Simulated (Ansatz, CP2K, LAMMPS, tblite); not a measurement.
**A faulty tblite run on amorphous 29Ga2O3-71GeO2 (mol %) (86 atoms)**

Program: tblite 0.8.0, a calculation on a cell of 14 Ga, 17 Ge and 55 O, 14.5 Å³ an atom.

File run.py:

```python
import numpy as np
from ase.io import read
from tblite.ase import TBLite

atoms = read("structure.xyz")
atoms.calc = TBLite(method="GFN1-xTB", electronic_temperature=580, accuracy=1.0, max_iterations=4, mixer_damping=0.4, verbosity=1)
energy = atoms.get_potential_energy()
forces = atoms.get_forces()
print(f"energy {energy:.6f} eV")
print("forces (eV/A)")
for i, (a, f) in enumerate(zip(atoms, forces)):
    print(f"{i:4d} {a.symbol:2s} {f[0]:10.5f} {f[1]:10.5f} {f[2]:10.5f}")
print("charges (e)")
print(np.array2string(atoms.get_charges(), precision=4, suppress_small=True, max_line_width=110, threshold=100000))
```

File structure.xyz:

```xyz
86
Lattice="10.75796 0.00000 0.00000 0.00000 10.75796 0.00000 0.00000 0.00000 10.75796" Properties=species:S:1:pos:R:3 pbc="T T T"
Ga 6.49845 7.98058 5.15543
Ga 9.46270 7.92754 3.11088
Ga 8.76946 8.77043 8.55290
Ga 7.73153 10.38563 2.71542
Ga 10.55076 9.43107 6.29922
Ga 0.90980 10.01276 3.04687
Ga 3.19232 0.06035 0.22646
Ga 2.40957 0.78684 7.46559
Ga 3.08108 3.73581 4.40495
Ga 2.54221 3.81359 8.50062
[... 72 atom lines left out ...]
O 3.59262 2.35094 7.62115
O 4.95028 6.76751 5.85061
O 8.18885 0.04841 0.58480
O 0.10016 0.90152 3.65362
```

Command:

```console
$ OMP_NUM_THREADS=1 python run.py > output.txt
```

Output:

```text
------------------------------------------------------------
  cycle        total energy    energy error   density error
------------------------------------------------------------
      1     -245.4253019783  -2.4567258E+02   1.0925254E+00
      2     -350.5074696675  -1.0508217E+02   1.8542065E+00
      3     -207.7636043920   1.4274387E+02   1.0365561E+00
      4     -290.5754769789  -8.2811873E+01   5.1917466E-01
------------------------------------------------------------
 total:                                   4.621 sec
tblite.exceptions.TBLiteRuntimeError: SCF not converged in 4 cycles
The above exception was the direct cause of the following exception:
ase.calculators.calculator.CalculationFailed: SCF not converged in 4 cycles
```

Run time: 5.3 s. Hardware: 1 thread of Arm Neoverse V1, shared host; peak memory 0.12 GiB.

Banners, paths, timers and routine set-up lines are dropped from the logs unmarked, and long logs keep their key lines alone; longer cuts are marked.

**Question.** What is wrong with this input?

Too few iterations: iteration limit 4.

The run ended unconverged.

[Also dropped from logs without a mark: logging warnings of Python, and SIESTA's first energy breakdown and zero terms.]

[Logs are printed without paths, hosts, clocks, repeated set-up lines and the standing remarks that a program may print on its own settings, such as how far it seeks lower states.]

[Hosts, paths, dates, database ids (printed as entryN), source tags and the programs' standing remarks are cut or masked in the printed files.]
